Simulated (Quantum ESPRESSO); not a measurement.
# Mn3ZnN: cost and accuracy of the plane-wave cutoff, part 2 of 3

Aim: see how far moments and order energies of Mn3ZnN move with the plane-wave cutoff, and what each rung costs.

Quantum ESPRESSO 7.5; PBEsol; plane waves with GBRV 1.5 PBEsol potentials, no spin-orbit coupling (settings of the first rung).

So far, largest spin moment in the atom's sphere (μB): step 2 (rung 1, start ferro +++) 0.813; step 4 (rung 2, start ferro +++) 2.45; step 5 (rung 2, start ferri ++-) 2.55; step 6 (rung 3, start ferro +++) 2.17.

## Step 7: Rung 3, start ferri ++-

Input file pw.in:

```
&CONTROL
  calculation = 'scf'
  prefix = 'pwscf'
  outdir = './tmp'
  pseudo_dir = './pseudo'
  disk_io = 'nowf'
/
&SYSTEM
  ibrav = 0
  nat = 5
  ntyp = 4
  ecutwfc = 32
  ecutrho = 224
  nbnd = 47
  occupations = 'smearing'
  smearing = 'fd'
  degauss = 0.00734986
  nspin = 2
  starting_magnetization(1) = 0.2333
  starting_magnetization(2) = -0.2333
  starting_magnetization(3) = 0
  starting_magnetization(4) = 0
/
&ELECTRONS
  conv_thr = 1d-08
  electron_maxstep = 150
  mixing_beta = 0.3
/
ATOMIC_SPECIES
Mn1    54.9380 mn_pbesol_v1.5.uspp.F.UPF
Mn2    54.9380 mn_pbesol_v1.5.uspp.F.UPF
Zn     65.3800 zn_pbesol_v1.uspp.F.UPF
N      14.0070 n_pbesol_v1.2.uspp.F.UPF
CELL_PARAMETERS bohr
   7.3737113383    0.0000000000    0.0000000000
   0.0000000000    7.3737113383    0.0000000000
   0.0000000000    0.0000000000    7.3737113383
ATOMIC_POSITIONS crystal
Mn1     0.0000000000    0.5000000000    0.5000000000
Mn1     0.5000000000    0.0000000000    0.5000000000
Mn2     0.5000000000    0.5000000000    0.0000000000
Zn      0.0000000000    0.0000000000    0.0000000000
N       0.5000000000    0.5000000000    0.5000000000
K_POINTS automatic
8 8 8 0 0 0
```

Started as:

```sh
$ OMP_NUM_THREADS=1 mpirun -n 2 pw.x -nk 2 -in pw.in > pw.out
```

The program printed:

```text
     [... lines left out ...]
Program PWSCF v.7.5 starts
     [... lines left out ...]
     number of atoms/cell      =            5
     [... lines left out ...]
     number of electrons       =        70.00
     number of Kohn-Sham states=           47
     kinetic-energy cutoff     =      32.0000  Ry
     charge density cutoff     =     224.0000  Ry
     scf convergence threshold =      1.0E-08
     [... lines left out ...]
     16 Sym. Ops., with inversion, found
     [... lines left out ...]
     number of k points=    75  Fermi-Dirac smearing, width (Ry)=  0.0073
     [... lines left out ...]
     iteration # 23     ecut=    32.00 Ry     beta= 0.30
     [... lines left out ...]
     Magnetic moment per site  (integrated on atomic sphere of radius R)
     atom   1 (R=0.206)  charge= 12.0050  magn=  1.8386
     atom   2 (R=0.206)  charge= 12.0050  magn=  1.8386
     atom   3 (R=0.206)  charge= 12.0043  magn= -2.5013
     atom   4 (R=0.292)  charge= 18.9415  magn= -0.0334
     atom   5 (R=0.206)  charge=  4.2882  magn= -0.0279
     [... lines left out ...]
     the Fermi energy is    15.4313 ev
!    total energy              =   -1114.60669906 Ry
     estimated scf accuracy    <          1.3E-09 Ry
     smearing contrib. (-TS)   =      -0.01238308 Ry
     [... lines left out ...]
     total magnetization       =     1.23 Bohr mag/cell
     absolute magnetization    =     7.52 Bohr mag/cell
     convergence has been achieved in  23 iterations
```

Run time: 5.8 min. Hardware: 2 MPI ranks of Intel Xeon Platinum 8175M at 2.50GHz (Skylake/Cascade Lake), shared host; peak memory 0.35 GiB.

This step gave:

- magnetization: 1.231 μB
- final state: ferrimagnetic
- largest moment: 2.501 μB

## Step 8: Rung 4, start ferro +++

Input file pw.in:

```
&CONTROL
  calculation = 'scf'
  prefix = 'pwscf'
  outdir = './tmp'
  pseudo_dir = './pseudo'
  disk_io = 'nowf'
/
&SYSTEM
  ibrav = 0
  nat = 5
  ntyp = 3
  ecutwfc = 40
  ecutrho = 280
  nbnd = 51
  occupations = 'smearing'
  smearing = 'fd'
  degauss = 0.00734986
  nspin = 2
  starting_magnetization(1) = 0.2333
  starting_magnetization(2) = 0
  starting_magnetization(3) = 0
/
&ELECTRONS
  conv_thr = 1d-08
  electron_maxstep = 150
  mixing_beta = 0.3
/
ATOMIC_SPECIES
Mn     54.9380 mn_pbesol_v1.5.uspp.F.UPF
Zn     65.3800 zn_pbesol_v1.uspp.F.UPF
N      14.0070 n_pbesol_v1.2.uspp.F.UPF
CELL_PARAMETERS bohr
   7.3737113383    0.0000000000    0.0000000000
   0.0000000000    7.3737113383    0.0000000000
   0.0000000000    0.0000000000    7.3737113383
ATOMIC_POSITIONS crystal
Mn      0.0000000000    0.5000000000    0.5000000000
Mn      0.5000000000    0.0000000000    0.5000000000
Mn      0.5000000000    0.5000000000    0.0000000000
Zn      0.0000000000    0.0000000000    0.0000000000
N       0.5000000000    0.5000000000    0.5000000000
K_POINTS automatic
8 8 8 0 0 0
```

The program printed:

```text
     [... lines left out ...]
Program PWSCF v.7.5 starts
     [... lines left out ...]
     number of atoms/cell      =            5
     [... lines left out ...]
     number of electrons       =        70.00
     number of Kohn-Sham states=           51
     kinetic-energy cutoff     =      40.0000  Ry
     charge density cutoff     =     280.0000  Ry
     scf convergence threshold =      1.0E-08
     [... lines left out ...]
     48 Sym. Ops., with inversion, found
     [... lines left out ...]
     number of k points=    35  Fermi-Dirac smearing, width (Ry)=  0.0073
     [... lines left out ...]
     iteration # 16     ecut=    40.00 Ry     beta= 0.30
     [... lines left out ...]
     Magnetic moment per site  (integrated on atomic sphere of radius R)
     atom   1 (R=0.206)  charge= 12.0135  magn=  2.1601
     atom   2 (R=0.206)  charge= 12.0135  magn=  2.1601
     atom   3 (R=0.206)  charge= 12.0135  magn=  2.1601
     atom   4 (R=0.292)  charge= 18.9345  magn= -0.0903
     atom   5 (R=0.206)  charge=  4.2773  magn= -0.1102
     [... lines left out ...]
     the Fermi energy is    15.4901 ev
!    total energy              =   -1114.64542845 Ry
     estimated scf accuracy    <          4.4E-09 Ry
     smearing contrib. (-TS)   =      -0.01372638 Ry
     [... lines left out ...]
     total magnetization       =     7.20 Bohr mag/cell
     absolute magnetization    =     7.85 Bohr mag/cell
     convergence has been achieved in  16 iterations
```

Wall time 2.6 min (2 MPI ranks); peak memory 0.36 GiB.

Numbers from this step:

* magnetization: 7.199 μB
* final state: ferromagnetic
* largest moment: 2.160 μB

## Step 9: Rung 4, start ferri ++-

Input file pw.in:

```
&CONTROL
  calculation = 'scf'
  prefix = 'pwscf'
  outdir = './tmp'
  pseudo_dir = './pseudo'
  disk_io = 'nowf'
/
&SYSTEM
  ibrav = 0
  nat = 5
  ntyp = 4
  ecutwfc = 40
  ecutrho = 280
  nbnd = 47
  occupations = 'smearing'
  smearing = 'fd'
  degauss = 0.00734986
  nspin = 2
  starting_magnetization(1) = 0.2333
  starting_magnetization(2) = -0.2333
  starting_magnetization(3) = 0
  starting_magnetization(4) = 0
/
&ELECTRONS
  conv_thr = 1d-08
  electron_maxstep = 150
  mixing_beta = 0.3
/
ATOMIC_SPECIES
Mn1    54.9380 mn_pbesol_v1.5.uspp.F.UPF
Mn2    54.9380 mn_pbesol_v1.5.uspp.F.UPF
Zn     65.3800 zn_pbesol_v1.uspp.F.UPF
N      14.0070 n_pbesol_v1.2.uspp.F.UPF
CELL_PARAMETERS bohr
   7.3737113383    0.0000000000    0.0000000000
   0.0000000000    7.3737113383    0.0000000000
   0.0000000000    0.0000000000    7.3737113383
ATOMIC_POSITIONS crystal
Mn1     0.0000000000    0.5000000000    0.5000000000
Mn1     0.5000000000    0.0000000000    0.5000000000
Mn2     0.5000000000    0.5000000000    0.0000000000
Zn      0.0000000000    0.0000000000    0.0000000000
N       0.5000000000    0.5000000000    0.5000000000
K_POINTS automatic
8 8 8 0 0 0
```

The program printed:

```text
     [... lines left out ...]
Program PWSCF v.7.5 starts
     [... lines left out ...]
     number of atoms/cell      =            5
     [... lines left out ...]
     number of electrons       =        70.00
     number of Kohn-Sham states=           47
     kinetic-energy cutoff     =      40.0000  Ry
     charge density cutoff     =     280.0000  Ry
     scf convergence threshold =      1.0E-08
     [... lines left out ...]
     16 Sym. Ops., with inversion, found
     [... lines left out ...]
     number of k points=    75  Fermi-Dirac smearing, width (Ry)=  0.0073
     [... lines left out ...]
     iteration # 23     ecut=    40.00 Ry     beta= 0.30
     [... lines left out ...]
     Magnetic moment per site  (integrated on atomic sphere of radius R)
     atom   1 (R=0.206)  charge= 11.9990  magn=  1.8299
     atom   2 (R=0.206)  charge= 11.9990  magn=  1.8299
     atom   3 (R=0.206)  charge= 11.9985  magn= -2.4978
     atom   4 (R=0.292)  charge= 18.9407  magn= -0.0333
     atom   5 (R=0.206)  charge=  4.2881  magn= -0.0278
     [... lines left out ...]
     the Fermi energy is    15.4372 ev
!    total energy              =   -1114.65303613 Ry
     estimated scf accuracy    <          1.4E-09 Ry
     smearing contrib. (-TS)   =      -0.01237408 Ry
     [... lines left out ...]
     total magnetization       =     1.22 Bohr mag/cell
     absolute magnetization    =     7.50 Bohr mag/cell
     convergence has been achieved in  23 iterations
```

Run time: 6.9 min. Hardware: 2 MPI ranks; peak memory 0.45 GiB; 14 min of CPU time.

Numbers from this step:

| Item | Value |
| --- | --- |
| magnetization | 1.217 μB |
| final state | ferrimagnetic |
| largest moment | 2.498 μB |

## Step 10: Rung 5, start ferro +++

Input file pw.in:

```
&CONTROL
  calculation = 'scf'
  prefix = 'pwscf'
  outdir = './tmp'
  pseudo_dir = './pseudo'
  disk_io = 'nowf'
/
&SYSTEM
  ibrav = 0
  nat = 5
  ntyp = 3
  ecutwfc = 56
  ecutrho = 392
  nbnd = 51
  occupations = 'smearing'
  smearing = 'fd'
  degauss = 0.00734986
  nspin = 2
  starting_magnetization(1) = 0.2333
  starting_magnetization(2) = 0
  starting_magnetization(3) = 0
/
&ELECTRONS
  conv_thr = 1d-08
  electron_maxstep = 150
  mixing_beta = 0.3
/
ATOMIC_SPECIES
Mn     54.9380 mn_pbesol_v1.5.uspp.F.UPF
Zn     65.3800 zn_pbesol_v1.uspp.F.UPF
N      14.0070 n_pbesol_v1.2.uspp.F.UPF
CELL_PARAMETERS bohr
   7.3737113383    0.0000000000    0.0000000000
   0.0000000000    7.3737113383    0.0000000000
   0.0000000000    0.0000000000    7.3737113383
ATOMIC_POSITIONS crystal
Mn      0.0000000000    0.5000000000    0.5000000000
Mn      0.5000000000    0.0000000000    0.5000000000
Mn      0.5000000000    0.5000000000    0.0000000000
Zn      0.0000000000    0.0000000000    0.0000000000
N       0.5000000000    0.5000000000    0.5000000000
K_POINTS automatic
8 8 8 0 0 0
```

The program printed:

```text
     [... lines left out ...]
Program PWSCF v.7.5 starts
     [... lines left out ...]
     number of atoms/cell      =            5
     [... lines left out ...]
     number of electrons       =        70.00
     number of Kohn-Sham states=           51
     kinetic-energy cutoff     =      56.0000  Ry
     charge density cutoff     =     392.0000  Ry
     scf convergence threshold =      1.0E-08
     [... lines left out ...]
     48 Sym. Ops., with inversion, found
     [... lines left out ...]
     number of k points=    35  Fermi-Dirac smearing, width (Ry)=  0.0073
     [... lines left out ...]
     iteration # 16     ecut=    56.00 Ry     beta= 0.30
     [... lines left out ...]
     Magnetic moment per site  (integrated on atomic sphere of radius R)
     atom   1 (R=0.206)  charge= 12.0130  magn=  2.1628
     atom   2 (R=0.206)  charge= 12.0130  magn=  2.1628
     atom   3 (R=0.206)  charge= 12.0130  magn=  2.1628
     atom   4 (R=0.292)  charge= 18.9355  magn= -0.0905
     atom   5 (R=0.206)  charge=  4.2770  magn= -0.1100
     [... lines left out ...]
     the Fermi energy is    15.4891 ev
!    total energy              =   -1114.64965147 Ry
     estimated scf accuracy    <          6.2E-09 Ry
     smearing contrib. (-TS)   =      -0.01371856 Ry
     [... lines left out ...]
     total magnetization       =     7.21 Bohr mag/cell
     absolute magnetization    =     7.86 Bohr mag/cell
     convergence has been achieved in  16 iterations
```

Wall time 3.9 min (2 MPI ranks); peak memory 0.52 GiB.

Read from the output:

```yaml
magnetization: 7.208 μB
final_state: ferromagnetic
largest_moment: 2.163 μB
```

## Step 11: Rung 5, start ferri ++-

Input file pw.in:

```
&CONTROL
  calculation = 'scf'
  prefix = 'pwscf'
  outdir = './tmp'
  pseudo_dir = './pseudo'
  disk_io = 'nowf'
/
&SYSTEM
  ibrav = 0
  nat = 5
  ntyp = 4
  ecutwfc = 56
  ecutrho = 392
  nbnd = 47
  occupations = 'smearing'
  smearing = 'fd'
  degauss = 0.00734986
  nspin = 2
  starting_magnetization(1) = 0.2333
  starting_magnetization(2) = -0.2333
  starting_magnetization(3) = 0
  starting_magnetization(4) = 0
/
&ELECTRONS
  conv_thr = 1d-08
  electron_maxstep = 150
  mixing_beta = 0.3
/
ATOMIC_SPECIES
Mn1    54.9380 mn_pbesol_v1.5.uspp.F.UPF
Mn2    54.9380 mn_pbesol_v1.5.uspp.F.UPF
Zn     65.3800 zn_pbesol_v1.uspp.F.UPF
N      14.0070 n_pbesol_v1.2.uspp.F.UPF
CELL_PARAMETERS bohr
   7.3737113383    0.0000000000    0.0000000000
   0.0000000000    7.3737113383    0.0000000000
   0.0000000000    0.0000000000    7.3737113383
ATOMIC_POSITIONS crystal
Mn1     0.0000000000    0.5000000000    0.5000000000
Mn1     0.5000000000    0.0000000000    0.5000000000
Mn2     0.5000000000    0.5000000000    0.0000000000
Zn      0.0000000000    0.0000000000    0.0000000000
N       0.5000000000    0.5000000000    0.5000000000
K_POINTS automatic
8 8 8 0 0 0
```

The program printed:

```text
     [... lines left out ...]
Program PWSCF v.7.5 starts
     [... lines left out ...]
     number of atoms/cell      =            5
     [... lines left out ...]
     number of electrons       =        70.00
     number of Kohn-Sham states=           47
     kinetic-energy cutoff     =      56.0000  Ry
     charge density cutoff     =     392.0000  Ry
     scf convergence threshold =      1.0E-08
     [... lines left out ...]
     16 Sym. Ops., with inversion, found
     [... lines left out ...]
     number of k points=    75  Fermi-Dirac smearing, width (Ry)=  0.0073
     [... lines left out ...]
     iteration # 23     ecut=    56.00 Ry     beta= 0.30
     [... lines left out ...]
     Magnetic moment per site  (integrated on atomic sphere of radius R)
     atom   1 (R=0.206)  charge= 11.9985  magn=  1.8312
     atom   2 (R=0.206)  charge= 11.9985  magn=  1.8312
     atom   3 (R=0.206)  charge= 11.9979  magn= -2.4989
     atom   4 (R=0.292)  charge= 18.9417  magn= -0.0334
     atom   5 (R=0.206)  charge=  4.2877  magn= -0.0279
     [... lines left out ...]
     the Fermi energy is    15.4357 ev
!    total energy              =   -1114.65724367 Ry
     estimated scf accuracy    <          1.5E-09 Ry
     smearing contrib. (-TS)   =      -0.01237389 Ry
     [... lines left out ...]
     total magnetization       =     1.22 Bohr mag/cell
     absolute magnetization    =     7.50 Bohr mag/cell
     convergence has been achieved in  23 iterations
```

Run time: 9.8 min. Hardware: 2 MPI ranks; peak memory 0.68 GiB; 20 min of CPU time.

This step gave:

```yaml
magnetization: 1.219 μB
final_state: ferrimagnetic
largest_moment: 2.499 μB
```

(Part 2 of 3 ends here.)

[Logs and program files are shortened in this print: banners, set-up blocks, solver, clock and traceback lines can be left out without a mark of their own.]

[Logs are printed without paths, hosts, clocks, repeated set-up lines and the standing remarks that a program may print on its own settings, such as how far it seeks lower states.]

[Hosts, paths, dates, database ids (printed as entryN), source tags and the programs' standing remarks are cut or masked in the printed files.]

[Where a cell is said to come from a database of computed structures, the database is the Materials Project.]
